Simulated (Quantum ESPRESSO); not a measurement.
# H on hollow sites of Mo(110): a series in the coverage, part 3 of 9

What law, if any, do the results for H on hollow sites of Mo(110) follow against the coverage?

Quantum ESPRESSO 7.5; plane-wave DFT, PBE, GBRV ultrasoft pseudopotentials.

So far. Step 2 (Variable-cell relaxation of the reference):  The last row is no step: it is a fresh SCF in the final cell with a new plane-wave basis, -0 meV from the row before. Step 4 (Relaxation with pw.x of the reference): The relaxation lowers the energy by 1 meV an atom.

## Step 5: Relaxation with pw.x, 0 ML

What the set-up leaves free in this member is relaxed.

System of this step: Mo(110), 3 layers, 1 sites a cell. The cell holds 3 atoms: 3 Mo. Its edges and angles: a = 2.735 Å, b = 2.735 Å, c = 18.505 Å, α = 90.0°, β = 90.0°, γ = 70.5°. It derives from Mo. Vacuum lies along c.

File m0.relax.in:

```
&control
  prefix = 'm0.relax'
  outdir = './out'
  pseudo_dir = './pseudo'
  nstep = 70
  forc_conv_thr = 0.0015
  calculation = 'relax'
/
&system
  ibrav = 0
  nat = 3
  ntyp = 1
  ecutwfc = 40
  ecutrho = 200
  occupations = 'smearing'
  smearing = 'mv'
  degauss = 0.02
/
&electrons
  conv_thr = 1e-07
  mixing_beta = 0.3
  electron_maxstep = 120
  mixing_mode = 'local-TF'
/
&ions
/
ATOMIC_SPECIES
  Mo  95.9500  mo_pbe_v1.uspp.F.UPF
CELL_PARAMETERS angstrom
  2.23345177280000 -1.57928889400000 0.00000000000000
  2.23345177280000 1.57928889400000 0.00000000000000
  0.00000000000000 0.00000000000000 18.50502704782223
ATOMIC_POSITIONS crystal
  Mo  0.000000000000 0.000000000000 0.379305673695
  Mo  0.500000000000 0.500000000000 0.500000000000 0 0 0
  Mo  0.000000000000 0.000000000000 0.620694326305
K_POINTS automatic
  9 9 1 0 0 0
```

Command:

```sh
OMP_NUM_THREADS=1 mpirun -n 16 pw.x -nk 4 -in m0.relax.in > m0.relax.out
```

Log:

```text
[banner, memory and clock lines left out]
Program PWSCF v.7.5 starts

          URL

     Message from routine setup:
     using ibrav=0 with symmetry is DISCOURAGED, use correct ibrav instead

     bravais-lattice index     =            0
     lattice parameter (alat)  =       5.1692  a.u.
     unit-cell volume          =     880.9565 (a.u.)^3
     number of atoms/cell      =            3
     number of atomic types    =            1
     number of electrons       =        42.00
     number of Kohn-Sham states=           25
     kinetic-energy cutoff     =      40.0000  Ry
     charge density cutoff     =     200.0000  Ry
     scf convergence threshold =      1.0E-07
     mixing beta               =       0.3000
     number of iterations used =            8  local-TF  mixing
     energy convergence thresh.=      1.0E-04
     force convergence thresh. =      1.5E-03
     Exchange-correlation= SLA  PW   PBE  PBE
                           (   1   4   3   4   0   0   0)
     nstep                     =           70

     celldm(1)=   5.169173  celldm(2)=   0.000000  celldm(3)=   0.000000
     celldm(4)=   0.000000  celldm(5)=   0.000000  celldm(6)=   0.000000

     crystal axes: (cart. coord. in units of alat)
               a(1) = (   0.816497  -0.577350   0.000000 )
               a(2) = (   0.816497   0.577350   0.000000 )
               a(3) = (   0.000000   0.000000   6.764996 )

     reciprocal axes: (cart. coord. in units 2 pi/alat)
               b(1) = (  0.612372 -0.866025  0.000000 )
               b(2) = (  0.612372  0.866025 -0.000000 )
               b(3) = ( -0.000000  0.000000  0.147820 )

     PseudoPot. # 1 for Mo read from file:
     ./pseudo/mo_pbe_v1.uspp.F.UPF
     Pseudo is Ultrasoft + core correction, Zval = 14.0
     Generated by new atomic code, or converted to UPF format
     Using radial grid of  889 points,  6 beta functions with:
                l(1) =   0
                l(2) =   0
                l(3) =   1
                l(4) =   1
                l(5) =   2
                l(6) =   2
     Q(r) pseudized with  6 coefficients,  rinner =    1.000   1.000   1.000
                                                       1.000   1.000

     atomic species   valence    mass     pseudopotential
     Mo               14.00    95.95000     Mo( 1.00)

      8 Sym. Ops., with inversion, found

   Cartesian axes

     site n.     atom                  positions (alat units)
         1        Mo     tau(   1) = (   0.0000000   0.0000000   2.5660012  )
         2        Mo     tau(   2) = (   0.8164966   0.0000000   3.3824978  )
         3        Mo     tau(   3) = (   0.0000000   0.0000000   4.1989944  )

     number of k points=    25  Marzari-Vanderbilt smearing, width (Ry)=  0.0200
                       cart. coord. in units 2pi/alat
        k(    1) = (   0.0000000   0.0000000   0.0000000), wk =   0.0246914
        k(    2) = (   0.0680414   0.0962250   0.0000000), wk =   0.0987654
        k(    3) = (   0.1360828   0.1924501   0.0000000), wk =   0.0987654
        k(    4) = (   0.2041241   0.2886751   0.0000000), wk =   0.0987654
        k(    5) = (   0.2721655   0.3849002   0.0000000), wk =   0.0987654
        k(    6) = (   0.1360828  -0.0000000   0.0000000), wk =   0.0493827
        k(    7) = (   0.2041241   0.0962250   0.0000000), wk =   0.0987654
        k(    8) = (   0.2721655   0.1924501   0.0000000), wk =   0.0987654
        k(    9) = (   0.3402069   0.2886751   0.0000000), wk =   0.0987654
        k(   10) = (  -0.2041241  -0.4811252   0.0000000), wk =   0.0987654
        k(   11) = (  -0.1360828  -0.3849002   0.0000000), wk =   0.0987654
        k(   12) = (  -0.0680414  -0.2886751   0.0000000), wk =   0.0987654
        k(   13) = (  -0.0000000  -0.1924501   0.0000000), wk =   0.0493827
        k(   14) = (   0.2721655  -0.0000000   0.0000000), wk =   0.0493827
        k(   15) = (   0.3402069   0.0962250   0.0000000), wk =   0.0987654
        k(   16) = (   0.4082483   0.1924501   0.0000000), wk =   0.0987654
        k(   17) = (  -0.1360828  -0.5773503   0.0000000), wk =   0.0987654
        k(   18) = (  -0.0680414  -0.4811252   0.0000000), wk =   0.0987654
        k(   19) = (  -0.0000000  -0.3849002   0.0000000), wk =   0.0493827
        k(   20) = (   0.4082483  -0.0000000   0.0000000), wk =   0.0493827
        k(   21) = (   0.4762897   0.0962250   0.0000000), wk =   0.0987654
        k(   22) = (  -0.0680414  -0.6735753   0.0000000), wk =   0.0987654
        k(   23) = (  -0.0000000  -0.5773503   0.0000000), wk =   0.0493827
        k(   24) = (   0.5443311  -0.0000000   0.0000000), wk =   0.0493827
        k(   25) = (  -0.0000000  -0.7698004   0.0000000), wk =   0.0493827

     Dense  grid:    42091 G-vectors     FFT dimensions: (  24,  24, 160)

     Smooth grid:    30061 G-vectors     FFT dimensions: (  24,  24, 144)

     Initial potential from superposition of free atoms

     starting charge      41.9968, renormalised to      42.0000

     negative rho (up, down):  2.602E-03 0.000E+00
     Starting wfcs are   39 randomized atomic wfcs

     per-process dynamical memory:    16.1 Mb

     Self-consistent Calculation

     iteration #  1     ecut=    40.00 Ry     beta= 0.30
     Davidson diagonalization with overlap
     ethr =  1.00E-02,  avg # of iterations =  2.0

     negative rho (up, down):  9.306E-04 0.000E+00

     total energy              =    -417.90371746 Ry
     estimated scf accuracy    <       0.96139724 Ry

     iteration #  2     ecut=    40.00 Ry     beta= 0.30
     Davidson diagonalization with overlap
     ethr =  2.29E-03,  avg # of iterations =  1.0

     negative rho (up, down):  2.766E-05 0.000E+00

     total energy              =    -417.76734343 Ry
     estimated scf accuracy    <       0.63961039 Ry

     iteration #  3     ecut=    40.00 Ry     beta= 0.30
     Davidson diagonalization with overlap
     ethr =  1.52E-03,  avg # of iterations =  2.4

     negative rho (up, down):  2.967E-05 0.000E+00

     total energy              =    -417.82350709 Ry
     estimated scf accuracy    <       0.08401283 Ry

     iteration #  4     ecut=    40.00 Ry     beta= 0.30
     Davidson diagonalization with overlap
     ethr =  2.00E-04,  avg # of iterations =  2.6

     negative rho (up, down):  7.055E-05 0.000E+00

     total energy              =    -417.82193284 Ry
     estimated scf accuracy    <       0.10310117 Ry

     iteration #  5     ecut=    40.00 Ry     beta= 0.30
     Davidson diagonalization with overlap
     ethr =  2.00E-04,  avg # of iterations =  2.5

     negative rho (up, down):  2.464E-06 0.000E+00

[...]
-30.1525 -29.8986 -29.7274 -29.6555  -0.0792   0.1684   1.1942   1.6873
     1.8461   2.3400   3.5895   4.8579   5.9637   6.3316   6.4361   6.4851
     6.8372

          k = 0.1361-0.0000 0.0000 (  3739 PWs)   bands (ev):

   -56.5089 -56.1979 -56.1532 -31.0083 -30.3883 -30.2971 -30.0637 -29.8900
   -29.8365 -29.7556 -29.7370 -29.7361  -1.1762   0.1318   0.4387   2.0534
     3.0260   3.4445   3.4830   3.7061   3.8271   4.0877   4.4129   5.3689
     5.4628

          k = 0.2041 0.0962 0.0000 (  3736 PWs)   bands (ev):

   -56.4676 -56.1638 -56.1260 -30.9438 -30.5911 -30.2451 -30.1908 -30.1136
   -29.9841 -29.8438 -29.7770 -29.7404  -0.4427   0.7591   0.9816   2.1947
     2.6758   3.0412   3.2760   3.5310   3.7464   4.5283   4.7411   5.2048
     5.3729

          k = 0.2722 0.1925 0.0000 (  3762 PWs)   bands (ev):

   -56.4112 -56.1214 -56.0975 -30.9045 -30.8808 -30.4372 -30.3672 -30.2419
   -30.0344 -29.9458 -29.7620 -29.7394   0.3083   0.8438   1.6585   1.8161
     2.3466   2.4003   2.9061   3.4918   3.5447   5.2903   5.6442   5.9718
     6.1149

          k = 0.3402 0.2887 0.0000 (  3764 PWs)   bands (ev):

   -56.3652 -56.0907 -56.0821 -31.1309 -30.9205 -30.6425 -30.3941 -30.2976
   -30.0752 -29.9679 -29.7990 -29.7308   0.3025   0.4278   1.7501   1.9014
     1.9601   2.4898   2.7434   3.9516   4.5863   5.6227   5.9852   6.3109
     6.4704

          k =-0.2041-0.4811 0.0000 (  3772 PWs)   bands (ev):

   -56.3524 -56.0863 -56.0862 -31.1729 -30.9388 -30.6599 -30.3320 -30.2751
   -30.2095 -29.9303 -29.8345 -29.7385   0.2258   0.3708   1.4624   1.8904
     1.9094   2.3889   3.4444   4.6661   4.9602   5.6819   6.0653   6.6492
     6.7460

          k =-0.1361-0.3849 0.0000 (  3766 PWs)   bands (ev):

   -56.3804 -56.1102 -56.1066 -31.0323 -30.8711 -30.4754 -30.3181 -30.3179
   -30.1053 -29.9478 -29.8405 -29.7440   0.3524   0.7208   1.3053   2.0312
     2.0655   2.7727   3.2412   4.3942   4.4175   5.3035   6.0791   6.4072
     6.6930

          k =-0.0680-0.2887 0.0000 (  3775 PWs)   bands (ev):

   -56.4348 -56.1512 -56.1342 -30.8726 -30.8110 -30.2543 -30.2378 -30.1718
   -29.9832 -29.9306 -29.8174 -29.7420   0.1512   1.2055   1.2431   1.8982
     2.2333   2.8355   2.9657   3.4946   3.6361   4.9609   5.0459   6.1695
     6.3199

          k =-0.0000-0.1925 0.0000 (  3774 PWs)   bands (ev):

   -56.4885 -56.1897 -56.1576 -30.9554 -30.6275 -30.1180 -30.1059 -30.0746
   -29.8534 -29.7477 -29.7455 -29.7429  -0.7264   0.6887   0.9203   1.4659
     2.4061   2.4982   3.2407   3.2561   4.2088   4.4756   5.4333   5.6226
     6.4965

          k = 0.2722-0.0000 0.0000 (  3709 PWs)   bands (ev):

   -56.4379 -56.1342 -56.0960 -30.9039 -30.5142 -30.4473 -30.2481 -30.1139
   -30.0828 -29.9783 -29.8705 -29.8438  -0.0250   0.7993   1.3273   2.4351
     2.6823   2.8986   3.5107   3.9345   3.9821   4.3610   4.7022   5.0967
     5.1218

          k = 0.3402 0.0962 0.0000 (  3736 PWs)   bands (ev):

   -56.3912 -56.0953 -56.0646 -30.8406 -30.8079 -30.5243 -30.3636 -30.2652
   -30.2040 -30.0121 -29.9159 -29.8453   0.5555   0.9438   1.0719   2.0896
     2.2872   2.3642   3.6065   3.8526   4.1701   4.5761   4.9412   5.7671
     6.1563

          k = 0.4082 0.1925 0.0000 (  3754 PWs)   bands (ev):

   -56.3482 -56.0653 -56.0475 -31.0366 -30.8387 -30.6727 -30.4672 -30.3846
   -30.1117 -30.0883 -29.9554 -29.8483   0.6778   0.9047   1.2385   1.8365
     1.8985   2.5807   3.5597   3.7834   3.7958   5.1680   5.1724   6.2449
     6.2651

          k =-0.1361-0.5774 0.0000 (  3770 PWs)   bands (ev):

   -56.3291 -56.0585 -56.0533 -31.0925 -30.8557 -30.6957 -30.4574 -30.3923
   -30.1855 -30.0804 -29.9764 -29.8726   0.6819   0.8762   1.6575   1.7198
     2.0475   2.7926   3.4538   4.0432   4.0844   4.8373   5.3387   6.4862
     6.6027

          k =-0.0680-0.4811 0.0000 (  3764 PWs)   bands (ev):

   -56.3438 -56.0784 -56.0781 -30.9954 -30.8114 -30.6005 -30.4018 -30.2683
   -30.2538 -30.1095 -29.9694 -29.8899   1.0142   1.0990   1.7661   1.7811
     2.2875   3.1069   3.3788   3.7836   4.1271   4.5116   5.5961   6.4056
     6.8136

          k =-0.0000-0.3849 0.0000 (  3784 PWs)   bands (ev):

   -56.3860 -56.1148 -56.1100 -30.8845 -30.8103 -30.4351 -30.2756 -30.2154
   -30.0847 -30.0629 -29.9760 -29.8543   0.9108   1.5829   1.6792   2.0352
     2.0671   3.1614   3.2984   3.4928   3.5210   4.2031   5.4116   5.9110
     6.7074

          k = 0.4082-0.0000 0.0000 (  3738 PWs)   bands (ev):

   -56.3566 -56.0610 -56.0299 -30.8873 -30.7856 -30.6138 -30.4699 -30.4334
   -30.2195 -30.1356 -30.0197 -29.8479   0.2166   0.5665   0.6591   1.6008
     2.1468   2.3337   4.2480   4.6752   5.1793   5.2100   5.8062   6.0599
     6.1714

          k = 0.4763 0.0962 0.0000 (  3778 PWs)   bands (ev):

   -56.3236 -56.0345 -56.0097 -31.0400 -30.7601 -30.7295 -30.5796 -30.5130
   -30.2021 -30.1919 -30.0585 -29.8548   0.1676   0.3334   0.5929   1.4949
     1.9600   1.9973   4.3410   4.6626   5.2644   5.6088   5.9323   6.2246
     7.0474

          k =-0.0680-0.6736 0.0000 (  3776 PWs)   bands (ev):

   -56.3072 -56.0284 -56.0143 -31.0442 -30.8182 -30.7524 -30.5693 -30.5320
   -30.2402 -30.2363 -30.0342 -29.8849   0.4231   0.5939   0.9993   1.6227
     1.9603   2.0384   3.6124   4.6799   4.9605   5.3203   6.1899   6.5739
     6.9166

          k =-0.0000-0.5774 0.0000 (  3750 PWs)   bands (ev):

   -56.3150 -56.0457 -56.0417 -30.9152 -30.8613 -30.7460 -30.4712 -30.4130
   -30.3072 -30.2394 -29.9941 -29.9251   0.9282   1.1853   1.4443   1.5927
     2.1272   2.8037   3.2888   4.1915   4.4232   4.6472   6.0900   6.5430
     7.1816

          k = 0.5443-0.0000 0.0000 (  3756 PWs)   bands (ev):

   -56.3031 -56.0127 -55.9861 -31.1466 -30.7423 -30.7200 -30.6642 -30.6417
   -30.2360 -30.1903 -30.1150 -29.8466  -0.3140  -0.0064   0.2114   0.9655
     1.9887   2.0094   4.5377   4.8747   5.5956   6.0705   7.1618   7.4257
     7.6171

          k =-0.0000-0.7698 0.0000 (  3784 PWs)   bands (ev):

   -56.2968 -56.0103 -55.9878 -31.1434 -30.7705 -30.7244 -30.6756 -30.6388
   -30.2550 -30.2187 -30.0923 -29.8567  -0.1419   0.0284   0.3799   1.1433
     1.8316   2.0371   4.0876   4.9862   5.4258   6.3543   6.8104   7.4376
     7.5266

     the Fermi energy is     4.7557 ev

!    total energy              =    -417.82859269 Ry
     estimated scf accuracy    <          1.9E-10 Ry
     smearing contrib. (-TS)   =      -0.00036128 Ry
     internal energy E=F+TS    =    -417.82823141 Ry

     The total energy is F=E-TS. E is the sum of the following terms:
     one-electron contribution =   -2307.13088575 Ry
     hartree contribution      =    1154.40998259 Ry
     xc contribution           =     -57.88775898 Ry
     ewald contribution        =     792.78043073 Ry

     convergence has been achieved in  12 iterations

     negative rho (up, down):  2.696E-03 0.000E+00

     Forces acting on atoms (cartesian axes, Ry/au):

     atom    1 type  1   force =     0.00000000    0.00000000   -0.00006627
     atom    2 type  1   force =     0.00000000    0.00000000    0.00000000
     atom    3 type  1   force =     0.00000000    0.00000000    0.00006627

     Total force =     0.000094     Total SCF correction =     0.000094
     SCF correction compared to forces is large: reduce conv_thr to get better values
     Energy error            =      1.3E-05 Ry
     Gradient error          =      6.6E-05 Ry/Bohr

     bfgs converged in   6 scf cycles and   5 bfgs steps
     (criteria: energy <  1.0E-04 Ry, force <  1.5E-03 Ry/Bohr)

     End of BFGS Geometry Optimization

     Final energy             =    -417.8285926859 Ry

     File ./out/m0.relax.bfgs deleted, as requested
Begin final coordinates

ATOMIC_POSITIONS (crystal)
Mo               0.0000000000        0.0000000000        0.3840037734
Mo               0.5000000000        0.5000000000        0.5000000000    0   0   0
Mo               0.0000000000        0.0000000000        0.6159962266
End final coordinates

     XML data file, charge density, pseudopotentials, collected wavefunctions

                                        0.00s GPU  (    2373 calls)
```

Run time: 29 s. Hardware: 16 MPI ranks of Arm Neoverse V2, shared host; peak memory 0.9 GiB; 7.7 min of CPU time.

Relaxation path:

```csv
step,energy less that of the first step (eV),largest force (eV/Å)
1,0.0000,0.6411
2,-0.0158,0.5527
3,-0.0304,0.4534
4,-0.0467,0.2962
5,-0.0577,0.0380
6,-0.0579,0.0017
```

The atoms that moved most (Å):

```csv
atom,dx,dy,dz,length
Mo1,0.000,0.000,0.087,0.087
Mo3,0.000,0.000,-0.087,0.087
```

Final coordinates:

```
CELL_PARAMETERS angstrom
2.23345 -1.57929 0.00000
2.23345 1.57929 0.00000
0.00000 0.00000 18.50503
ATOMIC_POSITIONS crystal
Mo 0.00000 0.00000 0.38400
Mo 0.50000 0.50000 0.50000
Mo 0.00000 0.00000 0.61600
```

The relaxation lowers the energy by 19 meV an atom. On the free atoms the largest force ends at 0.002 eV/Å.

Numbers from this step:

```
free energy  : -5684.8476 eV
Fermi energy : 4.756 eV
```

(Continued in part 4 of 9.)

[Logs are printed without paths, hosts, clocks, repeated set-up lines and the standing remarks that a program may print on its own settings, such as how far it seeks lower states.]

[Hosts, paths, dates, database ids (printed as entryN), source tags and the programs' standing remarks are cut or masked in the printed files.]

[Maps of the electrostatic potential energy from Ansatz leave out the sawtooth potential of an applied field or a dipole correction, so their vacuum need not be flat; planar profiles and work functions include it.]
